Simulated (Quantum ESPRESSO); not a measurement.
# Dipole at the next field: tetragonal PbO, 1 layer

**Set-up.** Quantum ESPRESSO 7.5, PBE, GBRV ultrasoft; sawtooth field along the normal with dipole correction, ions clamped, threshold 1e-9 Ry; cell area 16.399 Å².

```tsv
field (V/Å)	dipole (e Å a cell)
0	0.00000
0.1	0.04387
0.2	0.08786
```

One more run was made and is withheld. What is the dipole at 0.3 V/Å, and what electrostatic thickness 4πα/A follows from the rows?

By hand: The slope is (0.08786 − (0.00000))/0.2 = 0.4393 e Å²/V, so 4πα/A = 180.95 × 0.4393/16.399 = 4.85 Å. Linear response gives p = 0.00000 + 0.4393 × (0.3) = 0.13179 e Å; a parabola through the three rows gives 0.13197.

**The withheld run.** p = 0.13195 e Å. The line misses by 0.1 % of the induced dipole and the parabola by 0.0 %. The response is linear over this range.

**Limits.** Electrons alone respond; local and semilocal functionals tend to overscreen.

[Logs are printed without paths, hosts, clocks, repeated set-up lines and the standing remarks that a program may print on its own settings, such as how far it seeks lower states.]
